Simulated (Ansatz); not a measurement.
## Decaying states in the gap of MgH2S2

Wanted: the relaxed cell of MgH2S2, its band edges and its decay constants. It is built by putting Mg for Cd, S for O in the CdH2O2 structure of space group P1, with the volume rescaled by atomic radii. The parent structure comes from the Materials Project.

Program: Ansatz 0.2.0. Level of theory: r2SCAN DFT, plane waves, PAW files, in the first sound run; inputs show where later runs differ. Results are calculated unless marked as measured.

Most raw output is cut from this account.

The structure was built from a prototype and need not be the compound's stable phase.

## 1. Starting point

The cell holds 10 atoms: 2 Mg, 4 H and 4 S. Its edges and angles: a = 3.844 Å, b = 6.384 Å, c = 6.776 Å, α = 117.5°, β = 105.8°, γ = 91.2°. It derives from CdH2O2. Mg for Cd, S for O in the CdH2O2 structure of space group P1.

## 2. Cell and atoms at rest

The substituted atoms don't fit the parent's cell, so cell and atoms relax together. A small smearing keeps the run stable in case the gap closes on the way.

input.yaml reads:

```yaml
crystal:
  lattice:
    - [3.8441443545, 0.0, 0.0]
    - [-0.1351120753, 6.3825311867, 0.0]
    - [-1.8411023376, -3.1638703071, 5.702565783]
  atoms:
    - { symbol: Mg, position: [0.1715318, 0.15317279, 0.31448616] }
    - { symbol: Mg, position: [0.86394922, 0.84254108, 0.69889994] }
    - { symbol: H, position: [0.52710469, 0.72146226, 0.01288351] }
    - { symbol: H, position: [0.35882396, 0.32026176, 0.00175026] }
    - { symbol: H, position: [0.88324759, 0.37538458, 0.72971879] }
    - { symbol: H, position: [0.16204356, 0.65266803, 0.28255553] }
    - { symbol: S, position: [0.5285863, 0.88884114, 0.00802117] }
    - { symbol: S, position: [0.07731351, 0.31117879, 0.00394816] }
    - { symbol: S, position: [0.80081432, 0.39603256, 0.57127453] }
    - { symbol: S, position: [0.23739505, 0.83033701, 0.44070695] }
kpoints:
  mp_grid: { grid: [6, 4, 4] }
scf:
  occupations: { method: gaussian, width: 0.03 }
hamiltonian:
  xc: r2scan
output:
  forces: true
  stress: true
relax:
  f_tol: 0.02
  max_steps: 60
  cell: {}
```

On the command line:

```console
$ ansatz run input.yaml --threads 2 --pin off --max-ram 4096MiB --backend cpu --events-out ev --progress --plain --runs-dir out
```

Wall time 2.6 min (2 threads of Arm Neoverse V2, shared host); peak memory 0.78 GiB; 5.2 min of CPU time.

The steps of the relaxation:

| step | energy less that of the first step (eV) | largest force component (eV/Å) | pressure (GPa) | volume (Å³) |
| --- | --- | --- | --- | --- |
| 1 | 0.0000 | 13.6541 | 25.17 | 139.91 |
| 2 | -4.9165 | 4.6823 | 8.81 | 148.98 |
| 3 | -5.8345 | 1.4743 | 2.24 | 153.37 |
| 4 | -5.9289 | 0.7731 | 1.18 | 153.38 |
| 5 | -5.9756 | 0.6575 | 0.56 | 153.11 |
| 6 | -6.0195 | 0.1399 | -1.03 | 157.79 |
| 7 | -6.0522 | 0.0695 | 0.16 | 153.22 |
| 8 | -6.0562 | 0.0767 | 0.04 | 153.30 |
| 9 | -6.0569 | 0.0206 | 0.05 | 153.40 |
| 10 | -6.0573 | 0.0042 | 0.01 | 153.46 |
| 11* | -6.0606 | 0.0050 | 0.01 | 153.46 |

Relaxation steps marked * repeat the geometry before them on a plane-wave basis chosen anew for their cell, so energy and pressure can jump there.

| cell as run | before | after | change |
| --- | --- | --- | --- |
| a (Å) | 3.844 | 3.825 | -0.5 % |
| b (Å) | 6.384 | 6.605 | +3.5 % |
| c (Å) | 6.776 | 7.180 | +6.0 % |
| α (°) | 117.45 | 117.49 | +0.0 % |
| β (°) | 105.77 | 105.62 | -0.1 % |
| γ (°) | 91.21 | 89.65 | -1.7 % |
| volume (Å³/atom) | 13.99 | 15.35 | +9.7 % |

The atoms that moved most (Å, as changes of fractional coordinates times the final cell):

| atom | dx | dy | dz | length |
| --- | --- | --- | --- | --- |
| S10 | 0.019 | 0.272 | 0.344 | 0.439 |
| H3 | 0.167 | -0.402 | -0.038 | 0.437 |
| S9 | 0.026 | 0.268 | -0.340 | 0.433 |
| S8 | -0.240 | -0.179 | 0.016 | 0.300 |
| H6 | -0.026 | 0.077 | 0.250 | 0.263 |
| H5 | -0.018 | 0.082 | -0.247 | 0.261 |
| S7 | 0.020 | -0.187 | -0.009 | 0.188 |
| Mg1 | 0.040 | -0.027 | -0.143 | 0.151 |

This step gave:

```yaml
free_energy: -7547.6269 eV
fermi_energy: 4.778 eV
pressure: 0.007520 GPa
```

The largest force component on a free atom ends at 0.0050 eV/Å.

## 3. Band edges

The energy window and the wavevectors of the next steps follow from the band edges, so these are searched first, off the mesh as well.

input.yaml reads:

```yaml
crystal:
  lattice:
    - [3.824263531, 0.0516923084, -0.0045773019]
    - [-0.0485872523, 6.6043948498, -0.0154879939]
    - [-1.8809154872, -3.3134895449, 6.0852964816]
  atoms:
    - { symbol: Mg, position: [0.1700984604, 0.1372228082, 0.290951328] }
    - { symbol: Mg, position: [0.8856107174, 0.8526788517, 0.7218981741] }
    - { symbol: H, position: [0.5667126969, 0.6570350717, 0.0064309687] }
    - { symbol: H, position: [0.3545765492, 0.3385403582, 0.006436744] }
    - { symbol: H, position: [0.8584563794, 0.3675299451, 0.6890783055] }
    - { symbol: H, position: [0.1757986609, 0.6848807858, 0.323773123] }
    - { symbol: S, position: [0.5327868351, 0.859697825, 0.0064267472] }
    - { symbol: S, position: [0.0153299793, 0.2857957379, 0.0064072462] }
    - { symbol: S, position: [0.7802335919, 0.408771967, 0.5154646182] }
    - { symbol: S, position: [0.2712061296, 0.8997266496, 0.4973777451] }
kpoints:
  mp_grid: { grid: [6, 4, 4] }
  band_path: { path: [VBM, CBM], npoints: 30 }
scf:
  occupations: { method: fixed }
hamiltonian:
  xc: r2scan
output:
  eigenvalues: true
  write_potential: true
  write_density: true
  volumetric_format: npy
```

It took 82 s on 2 threads; peak memory 0.82 GiB.

Numbers from this step:

- Fermi energy: 2.773 eV
- gap on the k-mesh: 4.009 eV
- gap on path: 4.009 eV, by band count; negative where bands overlap
- direct gap on path: 4.045 eV
- edge places on path: 0, 0.5171 1/A along the path

The electronic bands at the labelled points (eV, zero at the Fermi level (highest filled level under fixed occupations); v1 is the highest filled band, c1 the lowest empty one):

| point | v4 | v3 | v2 | v1 | c1 | c2 | c3 | c4 |
| --- | --- | --- | --- | --- | --- | --- | --- | --- |
| VBM | -0.70 | -0.57 | -0.41 | 0.00 | 4.05 | 4.61 | 5.22 | 5.89 |
| halfway | -0.66 | -0.53 | -0.48 | -0.02 | 4.04 | 5.10 | 5.28 | 5.89 |
| CBM | -0.63 | -0.62 | -0.36 | -0.04 | 4.01 | 5.58 | 5.75 | 5.93 |

The searched edges give 4.01 eV, as on the mesh.

## 4. Decaying states in the gap

This step: r2SCAN DFT, plane waves, PAW files; complex bands by layer matching along the plane's normal (Ansatz 0.2.0).

The same crystal is laid in a cell whose first two vectors span the (100) plane (indices of the standard conventional cell, whose axes can be ordered otherwise than in the bulk input). At fixed energy and wavevector in the plane the solver finds all kz, real and complex. A few wavevectors are listed, (0, 0) and (0, -0.5) in units of the plane's reciprocal vectors; the slowest state needn't be among them.

input.yaml reads:

```yaml
crystal:
  lattice:
    - [6.604591731, 0.0, 0.0]
    - [-3.313823881, 6.369180527, 0.0]
    - [0.023567975, -1.148366343, 3.648065774]
  atoms:
    - { symbol: Mg, position: [0.1372228082, 0.290951328, 0.1700984604] }
    - { symbol: Mg, position: [0.8526788517, 0.7218981741, 0.8856107174] }
    - { symbol: H, position: [0.6570350717, 0.0064309687, 0.5667126969] }
    - { symbol: H, position: [0.3385403582, 0.006436744, 0.3545765492] }
    - { symbol: H, position: [0.3675299451, 0.6890783055, 0.8584563794] }
    - { symbol: H, position: [0.6848807858, 0.323773123, 0.1757986609] }
    - { symbol: S, position: [0.859697825, 0.0064267472, 0.5327868351] }
    - { symbol: S, position: [0.2857957379, 0.0064072462, 0.0153299793] }
    - { symbol: S, position: [0.408771967, 0.5154646182, 0.7802335919] }
    - { symbol: S, position: [0.8997266496, 0.4973777451, 0.2712061296] }
kpoints:
  mp_grid: { grid: [6, 6, 6] }
scf:
  occupations: { method: fixed }
hamiltonian:
  xc: r2scan
output:
  eigenvalues: true
  transmission:
    leads: [[0, 0]]
    kpoints: [[0.0, 0.0], [0.0, -0.5]]
    e_range: [-1.0, 5.01]
    de: 0.12
```

The job ended after 2.9 min (2 threads; peak memory 1.6 GiB; 5.2 min of CPU time).

Numbers from this step:

| Quantity | Value |
| --- | --- |
| level to which the leads are filled | 2.004 eV from the Fermi level |
| decay constant at the filling level, zone centre | 0.3009 Å⁻¹ |
| decay constant at the filling level, slowest listed point | 0.3009 Å⁻¹ |

K parallel (0, 0); values up to 1.5 1/Å, a degenerate pair printed once or twice; energies at which all values exceed this have no row. Table of Im kz of the slowest decaying states by energy, zero at the highest filled level on the SCF mesh:

| energy (eV) | decay 1 (Å⁻¹) | decay 2 (Å⁻¹) | decay 3 (Å⁻¹) | decay 4 (Å⁻¹) |
| --- | --- | --- | --- | --- |
| -1.00 | 0.412 | 0.433 | 0.853 | 0.971 |
| -0.76 | 0.0299 | 0.253 | 0.463 | 0.725 |
| -0.52 | 0.142 | 0.198 | 0.445 | 0.544 |
| -0.28 | 0.193 | 0.229 | 0.329 | 0.372 |
| -0.04 | 0.269 | 0.344 | 0.452 | 0.464 |
| 0.20 | 0.134 | 0.293 | 0.412 | 0.443 |
| 0.44 | 0.190 | 0.312 | 0.398 | 0.450 |
| 0.68 | 0.225 | 0.326 | 0.398 | 0.434 |
| 0.92 | 0.250 | 0.336 | 0.401 | 0.422 |
| 1.16 | 0.269 | 0.343 | 0.405 | 0.412 |
| 1.40 | 0.282 | 0.346 | 0.406 | 0.712 |
| 1.64 | 0.292 | 0.344 | 0.404 | 0.736 |
| 1.88 | 0.298 | 0.338 | 0.402 | 0.731 |
| 2.12 | 0.303 | 0.325 | 0.400 | 0.707 |
| 2.36 | 0.308 | 0.398 | 0.684 | 0.758 |
| 2.60 | 0.298 | 0.395 | 0.660 | 0.755 |
| 2.84 | 0.284 | 0.391 | 0.636 | 0.741 |
| 3.08 | 0.268 | 0.386 | 0.612 | 0.716 |
| 3.32 | 0.247 | 0.379 | 0.587 | 0.689 |
| 3.56 | 0.210 | 0.229 | 0.372 | 0.560 |
| 3.80 | 0.151 | 0.213 | 0.363 | 0.532 |
| 4.04 | 0.0322 | 0.186 | 0.353 | 0.502 |
| 4.28 | 0.147 | 0.344 | 0.468 | 0.470 |
| 4.52 | 0.0793 | 0.331 | 0.353 | 0.395 |
| 4.76 | 0.297 | 0.311 | 0.332 | 0.451 |
| 5.00 | 0.228 | 0.260 | 0.291 | 0.423 |

K parallel (0, -0.5); values up to 1.5 1/Å, a degenerate pair printed once or twice; energies at which all values exceed this have no row. Table of Im kz of the slowest decaying states by energy, zero at the highest filled level on the SCF mesh:

| energy (eV) | decay 1 (Å⁻¹) | decay 2 (Å⁻¹) | decay 3 (Å⁻¹) | decay 4 (Å⁻¹) |
| --- | --- | --- | --- | --- |
| -1.000 | 0.0678 | 0.122 | 0.362 | 0.425 |
| -0.520 | 0.142 | 0.155 | 0.192 | 0.255 |
| -0.040 | 0.175 | 0.287 | 0.351 | 0.368 |
| 0.440 | 0.231 | 0.255 | 0.330 | 0.362 |
| 1.040 | 0.307 | 0.310 | 0.359 | 0.523 |
| 1.520 | 0.329 | 0.344 | 0.349 | 0.371 |
| 2.000 | 0.324 | 0.343 | 0.364 | 0.379 |
| 2.480 | 0.295 | 0.344 | 0.374 | 0.379 |
| 2.960 | 0.254 | 0.338 | 0.374 | 0.375 |
| 3.440 | 0.195 | 0.324 | 0.363 | 0.370 |
| 4.040 | 0.295 | 0.340 | 0.352 | 0.468 |
| 4.520 | 0.259 | 0.314 | 0.329 | 0.378 |
| 5.000 | 0.206 | 0.217 | 0.277 | 0.294 |

At the listed wavevectors the last open channel is at -0.04 eV and the next at +4.04 eV on the grid. At +2.00 eV, the grid energy nearest the filling level (the middle of the gap on the SCF mesh), the slowest state at the listed wavevectors decays with κ = 0.301 Å⁻¹, its amplitude falling by e over 3.3 Å. Through 1 nm of this crystal that state's transmission falls by exp(−2 × 0.301 Å⁻¹ × 10 Å) = 0.0024.

## 5. Decay over the two-dimensional zone

The listed points could miss the slowest state, so one energy near mid-gap is solved on a mesh of 6×6.

input.yaml, as its differences from that of step 4:

```diff
@@ -24,6 +24,2 @@
   eigenvalues: true
-  transmission:
-    leads: [[0, 0]]
-    kpoints: [[0.0, 0.0], [0.0, -0.5]]
-    e_range: [-1.0, 5.01]
-    de: 0.12
+  transmission: { leads: [[0, 0]], kmesh: [6, 6], e_range: [2.0, 2.01], de: 0.05 }
```

Run time: 2.6 min. Hardware: 2 threads; peak memory 1.7 GiB.

Numbers from this step:

```
least decay constant on the mesh : 0.3009 Å⁻¹
```

Slowest decay constant (1/Å; 0 where a channel is open) over k1 and k2. At 2.0000 eV from the Fermi level.

Ten even steps from '_' (0.301) to '@' (0.361):
```
@@%%##==++%%
@@##====++##
@@%%==__==%%
@@##++====##
@@%%++==##%%
@@%%++--++%%
```
Columns: k1 (b1) from -0.5 to 0.333; rows upwards: k2 (b2) from -0.5 to 0.333.

The least value on the mesh is 0.301 Å⁻¹ at +2.00 eV. At that energy the listed points give about 0.301 Å⁻¹ by interpolation, so the mesh holds no clearly slower state.

## 6. Band edges at another level, cutoff 1180 eV

This step: r2SCAN DFT, plane waves, norm-conserving files (Ansatz 0.2.0).

The edges again with norm-conserving files, at the same atoms. Against that run the cutoff is 1180 eV against 500.

input.yaml reads:

```yaml
crystal:
  lattice:
    - [3.824263531, 0.0516923084, -0.0045773019]
    - [-0.0485872523, 6.6043948498, -0.0154879939]
    - [-1.8809154872, -3.3134895449, 6.0852964816]
  atoms:
    - { symbol: Mg, position: [0.1700984604, 0.1372228082, 0.290951328] }
    - { symbol: Mg, position: [0.8856107174, 0.8526788517, 0.7218981741] }
    - { symbol: H, position: [0.5667126969, 0.6570350717, 0.0064309687] }
    - { symbol: H, position: [0.3545765492, 0.3385403582, 0.006436744] }
    - { symbol: H, position: [0.8584563794, 0.3675299451, 0.6890783055] }
    - { symbol: H, position: [0.1757986609, 0.6848807858, 0.323773123] }
    - { symbol: S, position: [0.5327868351, 0.859697825, 0.0064267472] }
    - { symbol: S, position: [0.0153299793, 0.2857957379, 0.0064072462] }
    - { symbol: S, position: [0.7802335919, 0.408771967, 0.5154646182] }
    - { symbol: S, position: [0.2712061296, 0.8997266496, 0.4973777451] }
kpoints:
  mp_grid: { grid: [6, 4, 4] }
  band_path: { path: [VBM, CBM], npoints: 30 }
scf:
  occupations: { method: fixed }
hamiltonian:
  xc: r2scan
  pseudopotentials: { kind: nc }
output:
  eigenvalues: true
```

Wall time 5.7 min (2 threads); peak memory 1.5 GiB; 11 min of CPU time.

This step gave:

```yaml
free_energy: -4638.1502 eV
fermi_energy: 2.763 eV
gap_on_the_k_mesh: 4.017 eV
gap_on_path: 4.017 eV, by band count; negative where bands overlap
direct_gap_on_path: 4.053 eV
```

The electronic bands at the labelled points (eV, zero at the Fermi level (highest filled level under fixed occupations); v1 is the highest filled band, c1 the lowest empty one):

| point | v4 | v3 | v2 | v1 | c1 | c2 | c3 | c4 |
| --- | --- | --- | --- | --- | --- | --- | --- | --- |
| VBM | -0.70 | -0.57 | -0.41 | 0.00 | 4.06 | 4.61 | 5.23 | 5.90 |
| halfway | -0.66 | -0.53 | -0.48 | -0.02 | 4.05 | 5.10 | 5.29 | 5.90 |
| CBM | -0.63 | -0.62 | -0.35 | -0.04 | 4.02 | 5.59 | 5.76 | 5.94 |

The searched edges give 4.02 eV, as on the mesh.

## 7. Complex bands at another level

This step: r2SCAN DFT, plane waves, norm-conserving files; complex bands by layer matching along the plane's normal (Ansatz 0.2.0).

The complex bands at that level, over its own gap, at (0, 0) and (0, -0.5).

input.yaml reads:

```yaml
crystal:
  lattice:
    - [6.604591731, 0.0, 0.0]
    - [-3.313823881, 6.369180527, 0.0]
    - [0.023567975, -1.148366343, 3.648065774]
  atoms:
    - { symbol: Mg, position: [0.1372228082, 0.290951328, 0.1700984604] }
    - { symbol: Mg, position: [0.8526788517, 0.7218981741, 0.8856107174] }
    - { symbol: H, position: [0.6570350717, 0.0064309687, 0.5667126969] }
    - { symbol: H, position: [0.3385403582, 0.006436744, 0.3545765492] }
    - { symbol: H, position: [0.3675299451, 0.6890783055, 0.8584563794] }
    - { symbol: H, position: [0.6848807858, 0.323773123, 0.1757986609] }
    - { symbol: S, position: [0.859697825, 0.0064267472, 0.5327868351] }
    - { symbol: S, position: [0.2857957379, 0.0064072462, 0.0153299793] }
    - { symbol: S, position: [0.408771967, 0.5154646182, 0.7802335919] }
    - { symbol: S, position: [0.8997266496, 0.4973777451, 0.2712061296] }
kpoints:
  mp_grid: { grid: [6, 6, 6] }
scf:
  occupations: { method: fixed }
hamiltonian:
  xc: r2scan
  pseudopotentials: { kind: nc }
output:
  eigenvalues: true
  transmission:
    leads: [[0, 0]]
    kpoints: [[0.0, 0.0], [0.0, -0.5]]
    e_range: [-1.0, 5.02]
    de: 0.12
```

Wall time 0.46 s (2 threads); peak memory 0.25 GiB.

The input was rejected at the start.

The program's message: “Error: memory limit exceeded: the `transmission` phase of `transmission` needs 7.24 GiB against the run's memory maximum of 4.00 GiB; largest carriers: transmission 6.81 GiB, unmodelled-tail allowance …”

## 8. Results

| Property | Result |
| --- | --- |
| band gap | 4.01 eV |
| least decay constant at mid-gap, normal to (100) | 0.301 Å⁻¹ |
| least decay constant on a mesh, normal to (100) | 0.301 Å⁻¹ |

With r2SCAN, the slowest decay at the wavevectors tried is κ = 0.301 Å⁻¹, normal to (100). Through such a film the transmission near mid-gap falls as exp(−2κd), a factor of ten every 3.8 Å. A free electron under a barrier of half the gap would need a mass of 0.17 mₑ to decay at this rate. The compound is made up by substitution; its stability against other phases and against distortions of the cell's symmetry was not tested. r2SCAN still narrows gaps, if less than LDA and GGA do, so real decay constants are likely larger.

[Logs are printed without paths, hosts, clocks, repeated set-up lines and the standing remarks that a program may print on its own settings, such as how far it seeks lower states.]

[Hosts, paths, dates, database ids (printed as entryN), source tags and the programs' standing remarks are cut or masked in the printed files.]
